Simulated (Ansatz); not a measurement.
# A scaling study of G0W0 on RbAsF6 (R-3), part 2 of 2

Wanted: scaling of time and memory of G0W0 for RbAsF6 (R-3), at one physical accuracy.

Ansatz 0.2.0; G0W0 on LDA, plane waves, PAW. Known limits of the many-body steps: short of the basis limit; no spin-orbit coupling; coarse k mesh.

So far. Step 7 (8 threads, 2×2×2 mesh): Against the run with 2×2×2 mesh, 125 empty bands, screening to 60 eV, the gap moves by +0.000 eV. Step 8 (16 atoms (1×1×2 cells), 2×2×1 mesh): The gap on the mesh goes from 5.45 eV to 10.58 eV, a correction of +5.13 eV. Between the two edge states, bare exchange in place of the xc potential would open the gap by 13.71 eV, and correlation takes back 8.58 eV.

### Step 9. 32 atoms (2×1×2 cells), 1×2×1 mesh

File input.yaml:

```yaml
crystal:
  lattice:
    - [7.434917605, 4.2925516806, 4.9517608572]
    - [-3.7174588025, 2.1462758403, 2.4758804286]
    - [0.0, -8.5851033612, 4.9517608572]
  atoms:
    - { symbol: Rb, position: [0.25, 0.5, 0.25] }
    - { symbol: As, position: [0.0, 0.0, 0.0] }
    - { symbol: F, position: [0.0387074, 0.71201214, 0.39980582] }
    - { symbol: F, position: [0.39980582, 0.0774148, 0.35600607] }
    - { symbol: F, position: [0.14399393, 0.20038836, 0.4612926] }
    - { symbol: F, position: [0.10019418, 0.9225852, 0.14399393] }
    - { symbol: F, position: [0.4612926, 0.28798786, 0.10019418] }
    - { symbol: F, position: [0.35600607, 0.79961164, 0.0387074] }
    - { symbol: Rb, position: [0.25, 0.5, 0.75] }
    - { symbol: As, position: [0.0, 0.0, 0.5] }
    - { symbol: F, position: [0.0387074, 0.71201214, 0.89980582] }
    - { symbol: F, position: [0.39980582, 0.0774148, 0.85600607] }
    - { symbol: F, position: [0.14399393, 0.20038836, 0.9612926] }
    - { symbol: F, position: [0.10019418, 0.9225852, 0.64399393] }
    - { symbol: F, position: [0.4612926, 0.28798786, 0.60019418] }
    - { symbol: F, position: [0.35600607, 0.79961164, 0.5387074] }
    - { symbol: Rb, position: [0.75, 0.5, 0.25] }
    - { symbol: As, position: [0.5, 0.0, 0.0] }
    - { symbol: F, position: [0.5387074, 0.71201214, 0.39980582] }
    - { symbol: F, position: [0.89980582, 0.0774148, 0.35600607] }
    - { symbol: F, position: [0.64399393, 0.20038836, 0.4612926] }
    - { symbol: F, position: [0.60019418, 0.9225852, 0.14399393] }
    - { symbol: F, position: [0.9612926, 0.28798786, 0.10019418] }
    - { symbol: F, position: [0.85600607, 0.79961164, 0.0387074] }
    - { symbol: Rb, position: [0.75, 0.5, 0.75] }
    - { symbol: As, position: [0.5, 0.0, 0.5] }
    - { symbol: F, position: [0.5387074, 0.71201214, 0.89980582] }
    - { symbol: F, position: [0.89980582, 0.0774148, 0.85600607] }
    - { symbol: F, position: [0.64399393, 0.20038836, 0.9612926] }
    - { symbol: F, position: [0.60019418, 0.9225852, 0.64399393] }
    - { symbol: F, position: [0.9612926, 0.28798786, 0.60019418] }
    - { symbol: F, position: [0.85600607, 0.79961164, 0.5387074] }
kpoints:
  mp_grid: { grid: [1, 2, 1] }
hamiltonian:
  xc: lda
scf:
  occupations: { method: fixed }
gw:
  n_empty_bands: 500
  ecut_chi: 60.0
  qp_bands: [v1, c1]
  qp_kpoints: band_edges
  screening: { model: contour_deformation }
```

On the command line:

```console
ansatz run input.yaml --threads 16 --pin off --max-ram 36864MiB --backend cpu --events-out ev --progress --plain --runs-dir out
```

Standard output:

```text
[...]
Crystal: 32 atoms, lattice volume = 474.103 Å³
Basis set: ecut = 420 eV, 9263 PW (Γ)
Bands: 164, of which v1, the nominal top of the filled ones, is band 132 counted from 1 (131 counted from 0)
Symmetry: 8 space group operations
[...]
k-points: 2
[...]
0   132      0.4617   -32.6974     5.8005   -24.5887  0.8031    -1.9077    -1.8465  root
     0   133      5.9108   -14.7603    -2.7808   -20.3662  0.8650     8.7787     8.7357  root
     1   132      0.4193   -32.6762     5.7940   -24.5724  0.8030    -1.9520    -1.8906  root *
     1   133      6.7084   -17.9214    -2.7500   -23.9696  0.8526    10.0729    10.0065  root *
[key lines of the parts left out:]
SCF converged after 8 iterations
Free energy (F): -50839.152723 eV
Fermi energy:    0.461742 eV
```

Elapsed: 31 s, on 16 threads of Arm Neoverse V1, shared host; peak memory 2.8 GiB; 5.9 min of CPU time.

This step gave:

- bands summed: 632
- RPA ε∞ on this mesh (eigenvalues): 2.027, 2.027, 2.053
- plane waves in the screening matrix: 505
- G0W0 gap on the mesh: 10.58 eV
- k of the valence top: 0, 0, 0
- k of the conduction bottom: 0, 0, 0
- starting gap on the mesh: 5.449 eV
- least direct G0W0 gap on the computed points: 10.58 eV

The gap on the mesh goes from 5.45 eV to 10.58 eV, a correction of +5.13 eV. Between the two edge states, bare exchange in place of the xc potential would open the gap by 13.71 eV, and correlation takes back 8.58 eV.

### Step 10. 64 atoms (2×2×2 cells), 1×1×1 mesh

File input.yaml:

```yaml
crystal:
  lattice:
    - [7.434917605, 4.2925516806, 4.9517608572]
    - [-7.434917605, 4.2925516806, 4.9517608572]
    - [0.0, -8.5851033612, 4.9517608572]
  atoms:
    - { symbol: Rb, position: [0.25, 0.25, 0.25] }
    - { symbol: As, position: [0.0, 0.0, 0.0] }
    - { symbol: F, position: [0.0387074, 0.35600607, 0.39980582] }
    - { symbol: F, position: [0.39980582, 0.0387074, 0.35600607] }
    - { symbol: F, position: [0.14399393, 0.10019418, 0.4612926] }
    - { symbol: F, position: [0.10019418, 0.4612926, 0.14399393] }
    - { symbol: F, position: [0.4612926, 0.14399393, 0.10019418] }
    - { symbol: F, position: [0.35600607, 0.39980582, 0.0387074] }
    - { symbol: Rb, position: [0.25, 0.25, 0.75] }
    - { symbol: As, position: [0.0, 0.0, 0.5] }
    - { symbol: F, position: [0.0387074, 0.35600607, 0.89980582] }
    - { symbol: F, position: [0.39980582, 0.0387074, 0.85600607] }
    - { symbol: F, position: [0.14399393, 0.10019418, 0.9612926] }
    - { symbol: F, position: [0.10019418, 0.4612926, 0.64399393] }
    - { symbol: F, position: [0.4612926, 0.14399393, 0.60019418] }
    - { symbol: F, position: [0.35600607, 0.39980582, 0.5387074] }
    - { symbol: Rb, position: [0.25, 0.75, 0.25] }
    - { symbol: As, position: [0.0, 0.5, 0.0] }
    - { symbol: F, position: [0.0387074, 0.85600607, 0.39980582] }
    - { symbol: F, position: [0.39980582, 0.5387074, 0.35600607] }
    - { symbol: F, position: [0.14399393, 0.60019418, 0.4612926] }
    - { symbol: F, position: [0.10019418, 0.9612926, 0.14399393] }
    - { symbol: F, position: [0.4612926, 0.64399393, 0.10019418] }
    - { symbol: F, position: [0.35600607, 0.89980582, 0.0387074] }
    - { symbol: Rb, position: [0.25, 0.75, 0.75] }
    - { symbol: As, position: [0.0, 0.5, 0.5] }
    - { symbol: F, position: [0.0387074, 0.85600607, 0.89980582] }
    - { symbol: F, position: [0.39980582, 0.5387074, 0.85600607] }
    - { symbol: F, position: [0.14399393, 0.60019418, 0.9612926] }
    - { symbol: F, position: [0.10019418, 0.9612926, 0.64399393] }
    - { symbol: F, position: [0.4612926, 0.64399393, 0.60019418] }
    - { symbol: F, position: [0.35600607, 0.89980582, 0.5387074] }
    - { symbol: Rb, position: [0.75, 0.25, 0.25] }
    - { symbol: As, position: [0.5, 0.0, 0.0] }
    - { symbol: F, position: [0.5387074, 0.35600607, 0.39980582] }
    - { symbol: F, position: [0.89980582, 0.0387074, 0.35600607] }
    - { symbol: F, position: [0.64399393, 0.10019418, 0.4612926] }
    - { symbol: F, position: [0.60019418, 0.4612926, 0.14399393] }
    - { symbol: F, position: [0.9612926, 0.14399393, 0.10019418] }
    - { symbol: F, position: [0.85600607, 0.39980582, 0.0387074] }
    - { symbol: Rb, position: [0.75, 0.25, 0.75] }
    - { symbol: As, position: [0.5, 0.0, 0.5] }
    - { symbol: F, position: [0.5387074, 0.35600607, 0.89980582] }
    - { symbol: F, position: [0.89980582, 0.0387074, 0.85600607] }
    - { symbol: F, position: [0.64399393, 0.10019418, 0.9612926] }
    - { symbol: F, position: [0.60019418, 0.4612926, 0.64399393] }
    - { symbol: F, position: [0.9612926, 0.14399393, 0.60019418] }
    - { symbol: F, position: [0.85600607, 0.39980582, 0.5387074] }
    - { symbol: Rb, position: [0.75, 0.75, 0.25] }
    - { symbol: As, position: [0.5, 0.5, 0.0] }
    - { symbol: F, position: [0.5387074, 0.85600607, 0.39980582] }
    - { symbol: F, position: [0.89980582, 0.5387074, 0.35600607] }
    - { symbol: F, position: [0.64399393, 0.60019418, 0.4612926] }
    - { symbol: F, position: [0.60019418, 0.9612926, 0.14399393] }
    - { symbol: F, position: [0.9612926, 0.64399393, 0.10019418] }
    - { symbol: F, position: [0.85600607, 0.89980582, 0.0387074] }
    - { symbol: Rb, position: [0.75, 0.75, 0.75] }
    - { symbol: As, position: [0.5, 0.5, 0.5] }
    - { symbol: F, position: [0.5387074, 0.85600607, 0.89980582] }
    - { symbol: F, position: [0.89980582, 0.5387074, 0.85600607] }
    - { symbol: F, position: [0.64399393, 0.60019418, 0.9612926] }
    - { symbol: F, position: [0.60019418, 0.9612926, 0.64399393] }
    - { symbol: F, position: [0.9612926, 0.64399393, 0.60019418] }
    - { symbol: F, position: [0.85600607, 0.89980582, 0.5387074] }
kpoints:
  mp_grid: { grid: [1, 1, 1] }
hamiltonian:
  xc: lda
scf:
  occupations: { method: fixed }
gw:
  n_empty_bands: 1000
  ecut_chi: 60.0
  qp_bands: [v1, c1]
  qp_kpoints: band_edges
  screening: { model: contour_deformation }
```

Standard output:

```text
[...]
Crystal: 64 atoms, lattice volume = 948.206 Å³
Basis set: ecut = 420 eV, 18515 PW (Γ)
Bands: 328, of which v1, the nominal top of the filled ones, is band 264 counted from 1 (263 counted from 0)
Symmetry: 48 space group operations
[...]
k-points: 1
[...]
--- Band table (eV) ---
  k-point 0: bands = [... 260 lower, 0.4193, 0.4193, 0.4193, 0.4618, 5.9108, 6.7084, 6.7084, 6.7084, ... 60 higher]
[...]
gw.qp_kpoints: band_edges: 1 of 1 stored k-point solved, in 1 pass; an edge of the gap read off the rows below is read off those points alone
[...]
0   264      0.4618   -32.6974     5.8005   -24.5887  0.8031    -1.9076    -1.8465  root
     0   265      5.9108   -14.7603    -2.7808   -20.3662  0.8650     8.7787     8.7358  root
[key lines of the parts left out:]
SCF converged after 7 iterations
Free energy (F): -101678.305447 eV
Fermi energy:    0.461758 eV
```

Elapsed: 75 s, on 16 threads; peak memory 6.3 GiB.

Read from the output:

```yaml
bands_summed: 1264
rpa_eps_infinity_on_this_mesh_eigenvalues: 2.027, 2.027, 2.053
plane_waves_in_the_screening_matrix: 1021
g0w0_gap_on_the_mesh: 10.58 eV
k_of_the_valence_top: 0, 0, 0
k_of_the_conduction_bottom: 0, 0, 0
starting_gap_on_the_mesh: 5.449 eV
least_direct_g0w0_gap_on_the_computed_points: 10.58 eV
```

The gap on the mesh goes from 5.45 eV to 10.58 eV, a correction of +5.13 eV. Between the two edge states, bare exchange in place of the xc potential would open the gap by 13.71 eV, and correlation takes back 8.58 eV.

### Step 11. The runs together

A supercell on the folded mesh samples the same points as the primitive cell, so the gap should stay. Times are wall times on shared hardware, named with each run.

| run | mesh | irreducible k | bands | screening plane waves | threads | gap (eV) | time | CPU time | host memory (GiB) |
| --- | --- | --- | --- | --- | --- | --- | --- | --- | --- |
| 8 atoms (1×1×1 cells) | 2×2×2 | 4 | 158 | 129 | 16 | 10.582 | 2 s | 17 s | 0.58 |
| no symmetry | 2×2×2 | 8 | 158 | 129 | 16 | 10.582 | 3.7 s | 41 s | 0.83 |
| 1 thread | 2×2×2 | 4 | 158 | 129 | 1 | 10.582 | 12 s | 12 s | 0.35 |
| 2 threads | 2×2×2 | 4 | 158 | 129 | 2 | 10.582 | 6.4 s | 12 s | 0.42 |
| 4 threads | 2×2×2 | 4 | 158 | 129 | 4 | 10.582 | 3.6 s | 13 s | 0.56 |
| 8 threads | 2×2×2 | 4 | 158 | 129 | 8 | 10.582 | 2.5 s | 14 s | 0.57 |
| 16 atoms (1×1×2 cells) | 2×2×1 | 4 | 316 | 251 | 16 | 10.582 | 8.3 s | 99 s | 1.6 |
| 32 atoms (2×1×2 cells) | 1×2×1 | 2 | 632 | 505 | 16 | 10.582 | 31 s | 5.9 min | 2.8 |
| 64 atoms (2×2×2 cells) | 1×1×1 | 1 | 1264 | 1021 | 16 | 10.582 | 75 s | 19 min | 6.3 |

### Step 12. What came out

```yaml
8_atoms_1x1x1_cells: 2 s, gap 10.58 eV
no_symmetry: 3.7 s, gap 10.58 eV
1_thread: 12 s, gap 10.58 eV
2_threads: 6.4 s, gap 10.58 eV
4_threads: 3.6 s, gap 10.58 eV
8_threads: 2.5 s, gap 10.58 eV
16_atoms_1x1x2_cells: 8.3 s, gap 10.58 eV
32_atoms_2x1x2_cells: 31 s, gap 10.58 eV
64_atoms_2x2x2_cells: 75 s, gap 10.58 eV
```

What this shows: From 8 to 64 atoms the gap stays within 0.000 eV, while the time grows 38-fold. Over the last step it grows as about the power 1.3 of the size; fewer k points offset part of the fourth-power cost of the screening. Without symmetry the mesh holds 8 points in place of 4, the time changes by less than twofold and the gap changes by +0.000 eV. Going from 1 to 16 threads speeds the run 6.3-fold, an efficiency of about 40 %. The host was shared, so single times are good to a factor of about two.

[Long decimals in the printed logs are rounded to 6 places.]

[Logs are printed without paths, hosts, clocks, repeated set-up lines and the standing remarks that a program may print on its own settings, such as how far it seeks lower states.]

[Paths, hosts, dates, memory and timing lines, banners, echoed tables and standing remarks are left out of the program output; an Ansatz launch command may be rebuilt from the run's recorded settings. Measured values are a selection of at most five: reports struck by readers or far from the other reports are left out. None is set beside runs whose start may be inverted or whose files or cutoffs have a known fault.]

[Runs of the session that timed out or met a known fault of the program may be left out.]

[Cells called generated may have been cut or substituted from an entry of the Crystallography Open Database or the Materials Project.]

[Hosts, paths, dates, database ids (printed as entryN), source tags and the programs' standing remarks are cut or masked in the printed files.]

[Where the starting crystal was built by hand or by swapping elements, it need not be the compound's stable phase.]
